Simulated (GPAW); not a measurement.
# A Bi chain with one bond drawn out by 0.6 Å: converging a transmission, part 3 of 3

Wanted: a convergence study of zero-bias transport through a Bi chain with one bond drawn out by 0.6 Å, with run times.

GPAW 26.7.0; GPAW LCAO, PAW setups; Landauer transmission from Green's functions with principal layers (ASE), zero bias.

So far, transmission at the Fermi level (one spin): step 2 (base settings) 2.14; step 12 (grid spacing 0.14 Å) 2.14; step 14 (smearing 0.01 eV) 2.14; step 15 (smearing 0.03 eV) 2.13; step 16 (smearing 0.2 eV) 2.12.

## (17) Smearing: width = 0.4

Input file run.py:

```python
import json
import numpy as np
from ase import Atoms
from ase.transport.calculators import TransportCalculator
from gpaw import GPAW, FermiDirac
from gpaw.lcao.tools import get_lcao_hamiltonian
from scipy.linalg import eigh

# The junction with lead layers at both ends, along the third cell vector
device = Atoms(
    ['Bi', 'Bi', 'Bi', 'Bi', 'Bi', 'Bi', 'Bi', 'Bi'],
    positions=[
        [4.50000, 4.50000, 1.45000],
        [4.50000, 4.50000, 4.35000],
        [4.50000, 4.50000, 7.25000],
        [4.50000, 4.50000, 10.15000],
        [4.50000, 4.50000, 13.65000],
        [4.50000, 4.50000, 16.55000],
        [4.50000, 4.50000, 19.45000],
        [4.50000, 4.50000, 22.35000]],
    cell=[[9.0, 0.0, 0.0], [0.0, 9.0, 0.0], [0.0, 0.0, 23.8]],
    pbc=True)

# One principal layer of the lead: the first 2 atoms of the device
lead = Atoms(
    ['Bi', 'Bi'],
    positions=[
        [4.50000, 4.50000, 1.45000],
        [4.50000, 4.50000, 4.35000]],
    cell=[[9.0, 0.0, 0.0], [0.0, 9.0, 0.0], [0.0, 0.0, 5.8]],
    pbc=True)

settings = dict(mode='lcao', basis='dzp', xc='LDA', h=0.2,
                occupations=FermiDirac(0.4), maxiter=250,
                mixer=dict(beta=0.1, nmaxold=8, weight=100.0),
                convergence=dict(density=0.0001))
energies = np.arange(-3, 3 + 1e-9, 0.075)
eta = 0.0001
n1, n2 = 1, 1
# k and -k transmit alike, so half of the mesh across the current serves
mesh = [(i, j) for i in range(n1) for j in range(n2) if (i, j) <= (-i % n1, -j % n2)]
weights = np.array([1 if (i, j) == (-i % n1, -j % n2) else 2 for i, j in mesh]) / (n1 * n2)

# [... helper functions left out ...]
fermi_lead = ground_state(lead, (1, 1, 19), 'lead.txt')
fermi_device = ground_state(device, (1, 1, 3), 'device.txt')
# [... loop over the mesh left out, but for ...]
        # Shift the lead onto the potential of the device's first layer
        shift = ((H[:, 0, 0] - H0[:, 0, 0]) / S0[0, 0]).real.mean()
# [...]
kT = 8.617333e-5 * 300
bias = [0.1, 0.2, 0.5, 1.0, 1.5, 2.0]
# [... integrals and printing left out ...]
```

Started as:

```bash
$ OMP_NUM_THREADS=1 OPENBLAS_NUM_THREADS=1 python run.py
```

The program printed:

```text
basis functions: device 184, principal layer 46
Fermi level: lead -3.0486 eV, device -3.0799 eV; lead shifted by 0.0029 eV
largest coupling past the next layer 5.86e-06 eV, largest misfit of the first layer 0.028 eV
  E-E_F (eV)   T (one spin)  [channel counts left out]
    -3.000    5.6466e-01
    -2.925    5.8444e-01
    -2.850    6.0239e-01
[...]
2.925    8.3978e-01
     3.000    8.3931e-01
conductance at 300 K: 2.0708 G0 a cell; thermopower -0.5597 uV/K
current from the zero-bias T(E) at 0.1 V: 16.043 uA
current from the zero-bias T(E) at 0.2 V: 32.077 uA
current from the zero-bias T(E) at 0.5 V: 80.023 uA
current from the zero-bias T(E) at 1.0 V: 158.8 uA
current from the zero-bias T(E) at 1.5 V: 234.87 uA
current from the zero-bias T(E) at 2.0 V: 306.19 uA
```

Elapsed: 24 s, on 1 thread of Intel Xeon Platinum 8488C (Sapphire Rapids), shared host; peak memory 0.82 GiB.

The conductance, 2.07 G₀, lies 3.2 % below that of the base run.

## (18) Convergence in the smearing

The runs and the base run on one axis.

This step: convergence of the conductance (GPAW 26.7.0).

Table of conductance by smearing:

| smearing (eV) | conductance (G₀) |
| --- | --- |
| 0.010 | 2.14 |
| 0.030 | 2.13 |
| 0.100 | 2.14 |
| 0.200 | 2.12 |
| 0.400 | 2.07 |

## (19) Periods in a principal layer

A principal layer must be long enough that orbitals couple only to the neighbouring layers.

This step: GPAW LCAO, PAW setups; Landauer transmission from Green's functions with principal layers (ASE), zero bias (GPAW 26.7.0).

Edit run.py of step 17 so:

```diff
@@ -23,9 +23,8 @@
 
-# One principal layer of the lead: the first 2 atoms of the device
+# One principal layer of the lead: the first 1 atoms of the device
 lead = Atoms(
-    ['Bi', 'Bi'],
+    ['Bi'],
     positions=[
-        [4.50000, 4.50000, 1.45000],
-        [4.50000, 4.50000, 4.35000]],
-    cell=[[9.0, 0.0, 0.0], [0.0, 9.0, 0.0], [0.0, 0.0, 5.8]],
+        [4.50000, 4.50000, 1.45000]],
+    cell=[[9.0, 0.0, 0.0], [0.0, 9.0, 0.0], [0.0, 0.0, 2.9]],
     pbc=True)
@@ -33,3 +32,3 @@
 settings = dict(mode='lcao', basis='dzp', xc='LDA', h=0.2,
-                occupations=FermiDirac(0.4), maxiter=250,
+                occupations=FermiDirac(0.1), maxiter=250,
                 mixer=dict(beta=0.1, nmaxold=8, weight=100.0),
@@ -44,3 +43,3 @@
 # [... helper functions left out ...]
-fermi_lead = ground_state(lead, (1, 1, 19), 'lead.txt')
+fermi_lead = ground_state(lead, (1, 1, 38), 'lead.txt')
 fermi_device = ground_state(device, (1, 1, 3), 'device.txt')
```

The program printed:

```text
basis functions: device 184, principal layer 23
Fermi level: lead -3.1147 eV, device -3.1331 eV; lead shifted by -0.0239 eV
largest coupling past the next layer 2.76e-01 eV, largest misfit of the first layer 0.009 eV
  E-E_F (eV)   T (one spin)  [channel counts left out]
    -3.000    5.2965e-01
    -2.925    5.6664e-01
    -2.850    6.0069e-01
    -2.775    6.3159e-01
    -2.700    6.5929e-01
    -2.625    6.8380e-01
    -2.550    7.0521e-01
    -2.475    7.2369e-01
    -2.400    7.3945e-01
    -2.325    7.5270e-01
    -2.250    7.6369e-01
    -2.175    7.7265e-01
    -2.100    7.7981e-01
    -2.025    7.8540e-01
    -1.950    7.8962e-01
    -1.875    7.9267e-01
[...]
2.475    8.7255e-01
     2.550    8.7060e-01
     2.625    8.6845e-01
     2.700    8.6612e-01
     2.775    8.6360e-01
     2.850    8.6091e-01
     2.925    8.5807e-01
     3.000    8.5508e-01
conductance at 300 K: 2.0606 G0 a cell; thermopower -0.06359 uV/K
current from the zero-bias T(E) at 0.1 V: 15.966 uA
current from the zero-bias T(E) at 0.2 V: 31.933 uA
current from the zero-bias T(E) at 0.5 V: 79.836 uA
current from the zero-bias T(E) at 1.0 V: 159.26 uA
current from the zero-bias T(E) at 1.5 V: 236.17 uA
current from the zero-bias T(E) at 2.0 V: 307.49 uA
```

The job ended after 23 s (1 thread; peak memory 0.8 GiB).

This step gave:

- conductance: 2.061 G₀
- largest coupling past the next principal layer: 0.2760 eV
- largest misfit of the first principal layer: 0.009101 eV
- shift that aligns the lead: -0.02387 eV
- basis functions of a principal layer: 23
- transmission at the Fermi level (one spin): 2.060

One spin. The transmission, zone mean by energy, zero at the Fermi level:

energy (eV), transmission, zone mean and a bar from the least value:
```
    -3.00       0.53 
    -2.77       0.63 ##
    -2.55       0.71 ###
    -2.40       0.74 ####
    -2.17       0.77 #####
    -1.95       0.79 #####
    -1.73       0.80 #####
    -1.57       0.80 #####
    -1.35       1.11 ###########
    -1.12       1.29 ##############
    -0.90       1.52 ##################
    -0.75       1.71 ######################
    -0.53       1.94 ##########################
    -0.30       2.04 ############################
    -0.07       2.06 ############################
     0.00       2.06 ############################
     0.07       2.06 #############################
     0.30       2.08 #############################
     0.53       2.12 #############################
     0.75       2.14 ##############################
     0.90       2.13 ##############################
     1.12       2.01 ############################
     1.35       1.73 ######################
     1.57       1.32 ###############
     1.73       1.05 ##########
     1.95       0.88 #######
     2.17       0.88 ######
     2.40       0.87 ######
     2.55       0.87 ######
     2.77       0.86 ######
     3.00       0.86 ######
```

Not self-consistent under bias; the bias window is split evenly. Table of current through one cell, from the zero-bias transmission by bias:

| bias (V) | current through one cell, from the zero-bias transmission (μA) |
| --- | --- |
| 0.100 | 16.0 |
| 0.200 | 31.9 |
| 0.500 | 79.8 |
| 1.000 | 159 |
| 1.500 | 236 |
| 2.000 | 307 |

The conductance, 2.06 G₀, lies 3.7 % below that of the base run. Couplings past the next layer reach 0.28 eV, too large to drop without error; the matrix elements of the cell's first layer differ from the bulk lead's by up to 0.0091 eV. That layer keeps its own values in the calculation, and only beyond it is the lead taken as perfect.

## (20) Varying the periods in a principal layer

Edit run.py of step 19 so:

```diff
@@ -23,8 +23,10 @@
 
-# One principal layer of the lead: the first 1 atoms of the device
+# One principal layer of the lead: the first 3 atoms of the device
 lead = Atoms(
-    ['Bi'],
+    ['Bi', 'Bi', 'Bi'],
     positions=[
-        [4.50000, 4.50000, 1.45000]],
-    cell=[[9.0, 0.0, 0.0], [0.0, 9.0, 0.0], [0.0, 0.0, 2.9]],
+        [4.50000, 4.50000, 1.45000],
+        [4.50000, 4.50000, 4.35000],
+        [4.50000, 4.50000, 7.25000]],
+    cell=[[9.0, 0.0, 0.0], [0.0, 9.0, 0.0], [0.0, 0.0, 8.7]],
     pbc=True)
@@ -43,3 +45,3 @@
 # [... helper functions left out ...]
-fermi_lead = ground_state(lead, (1, 1, 38), 'lead.txt')
+fermi_lead = ground_state(lead, (1, 1, 13), 'lead.txt')
 fermi_device = ground_state(device, (1, 1, 3), 'device.txt')
```

The program printed:

```text
basis functions: device 184, principal layer 69
Fermi level: lead -3.1210 eV, device -3.1331 eV; lead shifted by -0.0514 eV
largest coupling past the next layer 7.67e-10 eV, largest misfit of the first layer 0.052 eV
  E-E_F (eV)   T (one spin)  [channel counts left out]
    -3.000    5.6681e-01
    -2.925    5.8528e-01
    -2.850    6.0212e-01
    -2.775    6.1763e-01
    -2.700    6.3203e-01
    -2.625    6.4548e-01
    -2.550    6.5812e-01
    -2.475    6.7005e-01
    -2.400    6.8135e-01
    -2.325    6.9208e-01
    -2.250    7.0228e-01
    -2.175    7.1199e-01
    -2.100    7.2124e-01
    -2.025    7.3005e-01
    -1.950    7.3844e-01
    -1.875    7.4641e-01
[...]
2.475    8.4642e-01
     2.550    8.4629e-01
     2.625    8.4610e-01
     2.700    8.4584e-01
     2.775    8.4551e-01
     2.850    8.4510e-01
     2.925    8.4462e-01
     3.000    8.4405e-01
conductance at 300 K: 2.131 G0 a cell; thermopower -0.3835 uV/K
current from the zero-bias T(E) at 0.1 V: 16.509 uA
current from the zero-bias T(E) at 0.2 V: 33.004 uA
current from the zero-bias T(E) at 0.5 V: 82.268 uA
current from the zero-bias T(E) at 1.0 V: 162.63 uA
current from the zero-bias T(E) at 1.5 V: 238.75 uA
current from the zero-bias T(E) at 2.0 V: 308.98 uA
```

Elapsed: 28 s, on 1 thread; peak memory 0.85 GiB.

This step gave:

```
conductance                                    : 2.131 G₀
largest coupling past the next principal layer : 7.67e-10 eV
largest misfit of the first principal layer    : 0.05162 eV
shift that aligns the lead                     : -0.05138 eV
basis functions of a principal layer           : 69
transmission at the Fermi level (one spin)     : 2.132
```

One spin. Transmission, zone mean against energy, zero at the Fermi level:

| energy (eV) | transmission, zone mean |
| --- | --- |
| -3.00 | 0.567 |
| -2.77 | 0.618 |
| -2.55 | 0.658 |
| -2.40 | 0.681 |
| -2.17 | 0.712 |
| -1.95 | 0.738 |
| -1.73 | 0.761 |
| -1.57 | 0.774 |
| -1.35 | 0.971 |
| -1.12 | 1.37 |
| -0.90 | 1.57 |
| -0.75 | 1.71 |
| -0.53 | 1.92 |
| -0.30 | 2.06 |
| -0.07 | 2.12 |
| 0.00 | 2.13 |
| 0.07 | 2.14 |
| 0.23 | 2.14 |
| 0.30 | 2.14 |
| 0.53 | 2.12 |
| 0.75 | 2.08 |
| 0.90 | 2.02 |
| 1.12 | 1.91 |
| 1.35 | 1.75 |
| 1.57 | 1.51 |
| 1.73 | 0.944 |
| 1.95 | 0.846 |
| 2.17 | 0.846 |
| 2.40 | 0.846 |
| 2.55 | 0.846 |
| 2.77 | 0.846 |
| 3.00 | 0.844 |

Not self-consistent under bias; the bias window is split evenly. Table of current through one cell, from the zero-bias transmission by bias:

| bias (V) | current through one cell, from the zero-bias transmission (μA) |
| --- | --- |
| 0.100 | 16.5 |
| 0.200 | 33.0 |
| 0.500 | 82.3 |
| 1.000 | 163 |
| 1.500 | 239 |
| 2.000 | 309 |

The conductance, 2.13 G₀, lies 0.4 % below that of the base run. Couplings past the next layer reach 7.7e-10 eV, small enough to drop; the matrix elements of the cell's first layer differ from the bulk lead's by up to 0.052 eV. That layer keeps its own values in the calculation, and only beyond it is the lead taken as perfect.

## (21) Convergence in the periods in a principal layer

The runs and the base run on one axis.

This step: convergence of the conductance (GPAW 26.7.0).

Table of conductance by periods in a principal layer:

| periods in a principal layer | conductance (G₀) |
| --- | --- |
| 1.000 | 2.06 |
| 2.000 | 2.14 |
| 3.000 | 2.13 |

## (22) Outcome

```yaml
conductance_at_the_base_settings: 2.14 G₀
range_over_the_broadening_1p0e_6_to_0p05_ev: 1.43 to 2.14 G₀
range_over_the_grid_spacing_0p14_to_0p3_a: 2.14 to 2.14 G₀
range_over_the_smearing_0p01_to_0p4_ev: 2.07 to 2.14 G₀
range_over_the_periods_in_a_principal_layer_1_to_3: 2.06 to 2.14 G₀
```

At the base settings the conductance, averaged at 300 K, is 2.14 G₀. In the broadening, 0.001 eV already gives the conductance within 3 % of the finest value tried; currents at finite bias may need more. In the grid spacing, no value tried moves the conductance by 3 %. The smearing of the SCF moves the conductance between 2.07 and 2.14 G₀; a narrow width also needs more k-points. In the periods in a principal layer, 2 already gives the conductance within 3 % of the finest value tried; currents at finite bias may need more. Over the ranges tried, the broadening moves it most, counted as a ratio. The geometry was built from estimated bond lengths and not relaxed, so the numbers describe this model structure. Spin-orbit coupling is left out, which matters for the heavy atoms here. An evenly spaced straight chain is an idealisation: free chains tend to dimerise, zigzag or, where a band edge lies near the Fermi level, turn magnetic. The currents use the zero-bias T(E) throughout, which holds only while the bias is small against the distance to the nearest feature.

[Logs are printed without paths, hosts, clocks, repeated set-up lines and the standing remarks that a program may print on its own settings, such as how far it seeks lower states.]

[Hosts, paths, dates, database ids (printed as entryN), source tags and the programs' standing remarks are cut or masked in the printed files.]
